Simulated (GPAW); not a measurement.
# Optical response of LiCl

Wanted: where LiCl starts to absorb, how strongly, and its refractive index. The cell comes from an older database entry, whose edges can differ from later determinations, mostly by under a per cent.

Main program and level: GPAW 26.7.0; DFT, PBE, plane-wave PAW (GPAW data sets), scalar-relativistic, RPA, optical limit.

Report form: the programs' logs are mostly left out.

The database entry behind the starting cell differs from later determinations by our own check (0.1 to 0.3 % short, probably kX units), so it need not match the best structure at ambient conditions.

### 1. Starting point

Symmetry: Fm-3m, No. 225, cubic system. The conventional cell has a = 5.130 Å, b = 5.130 Å, c = 5.130 Å, α = 90.00°, β = 90.00°, γ = 90.00°. Cl has 6 Li at 2.56 Å nearest. Nearest to Li lie 6 Cl at 2.56 Å. Farther neighbours and most contacts between anions are not listed.

### 2. Ground state

First the ground state: is it a metal or has it a gap?

This step: DFT, PBE, plane-wave PAW (GPAW data sets), scalar-relativistic, ground state (GPAW 26.7.0).

gs.py

```python
from ase import Atoms
from ase.dft.bandgap import bandgap
from gpaw import GPAW, PW, FermiDirac

atoms = Atoms(['Cl', 'Li'],
              cell=[[0.000000000000, 2.564770000000, 2.564770000000],
                    [2.564770000000, 0.000000000000, 2.564770000000],
                    [2.564770000000, 2.564770000000, 0.000000000000]],
              scaled_positions=[[0.500000000000, 0.500000000000, 0.500000000000],
                                [0.000000000000, 0.000000000000, 0.000000000000]],
              pbc=[True, True, True])
atoms.calc = GPAW(mode=PW(500), xc='PBE', kpts={'size': (8, 8, 8), 'gamma': True},
                  occupations=FermiDirac(0.05), maxiter=150, txt='gs.txt')
print('energy (eV)', atoms.get_potential_energy())
print('Fermi level (eV)', atoms.calc.get_fermi_level())
print('valence electrons', atoms.calc.get_number_of_electrons())
print('gap (eV)', bandgap(atoms.calc, output=None)[0])
print('direct gap (eV)', bandgap(atoms.calc, direct=True, output=None)[0])
atoms.calc.write('gs.gpw')
```

Started as:

```console
$ OMP_NUM_THREADS=1 python gs.py
```

The job ended after 3.4 s (1 thread of Arm Neoverse V2, shared host; peak memory 0.13 GiB).

This step gave:

* energy: -7.339 eV
* Fermi energy: 3.610 eV
* gap on the k-mesh: 6.324 eV
* direct gap on the mesh: 6.324 eV
* electrons: 8

There is a gap, 6.32 eV on this mesh (points off the mesh can give less), so no carriers' term is needed.

### 3. Bands for the response

The response needs many more empty bands than the density does.

This step: DFT, PBE, plane-wave PAW (GPAW data sets), scalar-relativistic, bands at fixed density (GPAW 26.7.0).

nscf.py

```python
from ase.dft.bandgap import bandgap
from gpaw import GPAW, FermiDirac

calc = GPAW('gs.gpw').fixed_density(kpts={'size': (12, 12, 12), 'gamma': True}, nbands=29, convergence={'bands': 23},
                                    occupations=FermiDirac(0.001), txt='nscf.txt')
print('gap (eV)', bandgap(calc, output=None)[0])
print('direct gap (eV)', bandgap(calc, direct=True, output=None)[0])
print('top band over the Fermi level (eV)', min(calc.get_eigenvalues(kpt=k)[22] for k in range(len(calc.get_ibz_k_points()))) - calc.get_fermi_level())
calc.write('full.gpw', mode='all')
```

Started as:

```console
$ OMP_NUM_THREADS=1 python nscf.py
```

Elapsed: 20 s, on 1 thread; peak memory 0.17 GiB.

Read-outs, printed or worked out from the files:

- gap on the k-mesh: 6.319 eV

### 4. Dielectric function, RPA

Local fields let the induced charge screen the field inside the cell, which as a rule lowers ε, most along directions where the density is uneven.

This step: DFT, PBE, plane-wave PAW (GPAW data sets), scalar-relativistic, RPA, optical limit (GPAW 26.7.0).

df.py

```python
from gpaw.response.df import DielectricFunction

df = DielectricFunction('full.gpw', frequencies={'type': 'nonlinear', 'domega0': 0.03, 'omega2': 8},
                        ecut=60,
                        eta=0.15,
                        nbands=23,
                        txt='df.txt')
for direction in ['x']:
    df.get_dielectric_function(xc='RPA', direction=direction, filename=f'df_{direction}.csv')
```

Started as:

```console
$ OMP_NUM_THREADS=1 python df.py
```

Elapsed: 3.9 s, on 1 thread; peak memory 0.18 GiB.

Numbers from this step:

| Item | Value |
| --- | --- |
| electronic dielectric constant ε∞, mean over x, y and z (by symmetry where fewer were run) | 2.731 |
| main peak of Im epsilon, first axis | 8.692 eV |

Some rows of df_x.csv (energy; Re and Im without local fields; Re and Im with them):

```text
0.000000, 3.222800, 0.000000, 2.730960, 0.000000
0.555532, 3.230124, 0.003975, 2.736387, 0.002946
1.143969, 3.254251, 0.008395, 2.754273, 0.006226
1.768324, 3.299737, 0.013606, 2.788023, 0.010102
2.431988, 3.373876, 0.020182, 2.843125, 0.015017
3.138794, 3.488983, 0.029201, 2.928928, 0.021812
3.893091, 3.667639, 0.042962, 3.062809, 0.032314
4.699832, 3.957086, 0.067482, 3.281907, 0.051455
5.564682, 4.483211, 0.125967, 3.688882, 0.099149
6.494155, 5.753578, 0.581791, 4.712713, 0.517899
7.495775, 5.943932, 3.891370, 4.645156, 3.367880
8.578281, 5.471788, 5.279375, 3.509342, 3.914510
9.751884, 3.681780, 6.648590, 1.909760, 3.035952
11.028587, -1.394214, 4.908160, 0.886482, 3.206464
12.422601, -2.056727, 2.988317, 0.511284, 3.143713
13.950874, -1.089716, 1.096070, -0.729737, 1.670719
15.633783, -0.360178, 0.850534, -0.019881, 0.890857
17.496047, 0.031735, 0.795514, 0.393744, 0.619344
19.567954, 0.059785, 0.737370, 0.648742, 0.541232
```

The Im ε, E ∥ x has structure finer than the step of the table below, so its rows give means over 0.5 eV, whole bins alone (the curve runs from 0 to 21.9 eV). Peaks (eV: height): 8.03: 3.80, 8.70: 4.19, 10.95: 3.32, 11.94: 3.24.

Values under the direct gap are tails of Lorentzian lines. Table of Im ε, E ∥ x by photon energy; means over each step:

```tsv
photon energy (eV)	Im ε, E ∥ x
0.5	0.00265
1.0	0.00541
1.5	0.00839
2.0	0.0117
2.5	0.0156
3.0	0.0204
3.5	0.0264
4.0	0.0344
4.5	0.0457
5.0	0.0634
5.5	0.0949
6.0	0.177
6.5	0.542
7.0	1.57
7.5	3.26
8.0	3.43
8.5	3.50
9.0	3.93
9.5	2.96
10.0	3.13
10.5	2.93
11.0	3.06
11.5	2.70
12.0	3.06
12.5	3.08
13.0	2.73
13.5	2.36
14.0	1.61
14.5	1.16
15.0	0.795
15.5	0.833
16.0	0.657
16.5	0.677
17.0	0.674
17.5	0.651
18.0	0.622
18.5	0.531
19.0	0.516
19.5	0.527
20.0	0.599
20.5	0.745
21.0	0.933
21.5	0.791
```

Re ε, E ∥ x against photon energy:

```tsv
photon energy (eV)	Re ε, E ∥ x
0.0	2.73
0.5	2.74
1.0	2.75
1.5	2.77
2.0	2.80
2.5	2.85
3.0	2.91
3.5	2.99
4.0	3.09
4.5	3.22
5.0	3.40
5.5	3.65
6.0	4.05
6.5	4.72
7.0	5.43
7.5	4.63
8.0	3.50
8.5	3.71
9.0	2.27
9.5	1.64
10.0	1.72
10.5	1.41
11.0	0.985
11.5	1.13
12.0	0.761
12.5	0.355
13.0	-0.0908
13.5	-0.793
14.0	-0.731
14.5	-0.461
15.0	-0.289
15.5	0.0616
16.0	0.0668
16.5	0.287
17.0	0.335
17.5	0.395
18.0	0.284
18.5	0.435
19.0	0.484
19.5	0.633
20.0	0.680
20.5	0.754
21.0	0.528
21.5	0.256
```

Table of refractive index n and extinction k by photon energy:

```tsv
photon energy (eV)	n	k
0	1.65	0
1	1.66	0.00163
2	1.67	0.00349
3	1.71	0.00595
4	1.76	0.00974
5	1.84	0.0171
6	2.01	0.0413
7	2.35	0.317
8	2.08	0.904
9	1.84	1.06
10	1.64	0.984
11	1.48	1.10
12	1.42	1.12
13	1.14	1.18
14	0.723	1.12
15	0.517	0.746
16	0.587	0.526
17	0.740	0.461
18	0.696	0.448
19	0.772	0.334
20	0.889	0.332
21	0.904	0.538
```

The reflectivity at normal incidence, E ∥ x has structure finer than the step of the table below, so its rows give means over 1 eV, whole bins alone (the curve runs from 0 to 21.9 eV). Peaks (eV: height): 7.3: 19.5, 9.2: 21.1, 11.0: 19.7, 14.2: 32.2, 14.8: 31.4, 15.8: 20.1.

Reflectivity at normal incidence, E ∥ x against photon energy; means over each step:

photon energy (eV), reflectivity at normal incidence, E ∥ x (%) and a bar from the least value:
```
        1        6.1 ###
        2        6.4 ###
        3        6.8 ####
        4        7.6 ####
        5        8.8 ######
        6       11.5 #########
        7       17.0 ###############
        8       17.8 ###############
        9       19.5 #################
       10       16.4 ##############
       11       17.1 ###############
       12       18.8 ################
       13       25.1 #######################
       14       31.3 ##############################
       15       24.7 #######################
       16       15.0 ############
       17        9.2 ######
       18        7.8 #####
       19        4.7 #
       20        3.5 
       21        7.5 ####
```

The loss function −Im 1/ε at q → 0, E ∥ x has structure finer than the step of the table below, so its rows give means over 1 eV, whole bins alone (the curve runs from 0 to 21.9 eV). Peaks (eV: height): 15.2: 1.43, 16.0: 1.61, 18.0: 1.38.

Values under the direct gap are tails of Lorentzian lines. Table of loss function −Im 1/ε at q → 0, E ∥ x by energy loss; means over each step:

```tsv
energy loss (eV)	loss function −Im 1/ε at q → 0, E ∥ x
1	7.2e-4
2	0.00149
3	0.00241
4	0.00362
5	0.00553
6	0.0117
7	0.0532
8	0.138
9	0.204
10	0.254
11	0.296
12	0.306
13	0.355
14	0.534
15	1.07
16	1.36
17	1.23
18	1.20
19	0.974
20	0.731
21	0.844
```

Optical constants at common wavelengths, from n + ik = √ε:

```tsv
wavelength (nm)	n	k	R (%)	1/α
1550	1.66	0.001	6.1	95 µm
800	1.67	0.003	6.2	24 µm
532	1.68	0.004	6.5	10 µm
405	1.71	0.006	6.8	5.3 µm
365	1.72	0.007	7.1	4.0 µm
308	1.76	0.010	7.6	2.5 µm
193	2.15	0.098	13.4	156 nm
```

Below the direct gap, k and the depth come from the tails of the Lorentzian lines, not from transitions.

Rows near the edge hang on the gap, which this functional as a rule makes too small, and phonon-assisted absorption is left out.

### 5. Summary of results

```yaml
electronic_dielectric_constant_eps_infinity_mean_over_x_y_and_z_by_symmetry_where_fewer_were_run_rpa: 2.73
main_peak_of_im_epsilon_first_axis: 8.69 eV
```

In words: At this level (PBE, RPA) LiCl has ε∞ = 2.73 and n = 1.66 at 1550 nm, and Im ε peaks at 8.7 eV. On the mesh the gap is 6.32 eV and the least direct gap 6.32 eV. Local fields change the static value along x from 3.22 to 2.73 (-15 %). Distinct maxima of Im ε, read by a parabola through the highest points, lie at 8.02 eV (3.8), 8.69 eV (4.2), 10.94 eV (3.3) and 11.96 eV (3.2). Excitons and phonon-assisted transitions are missing; PBE gaps are as a rule too small, which pulls the onset down and ε∞ up. The sum runs over mesh points, so small or evenly spaced maxima can still be ripples of the mesh.

[Machine, clock and banner lines and Python warnings are left out of the logs.]

[Logs are printed without paths, hosts, clocks, repeated set-up lines and the standing remarks that a program may print on its own settings, such as how far it seeks lower states.]

[Hosts, paths, dates, database ids (printed as entryN), source tags and the programs' standing remarks are cut or masked in the printed files.]
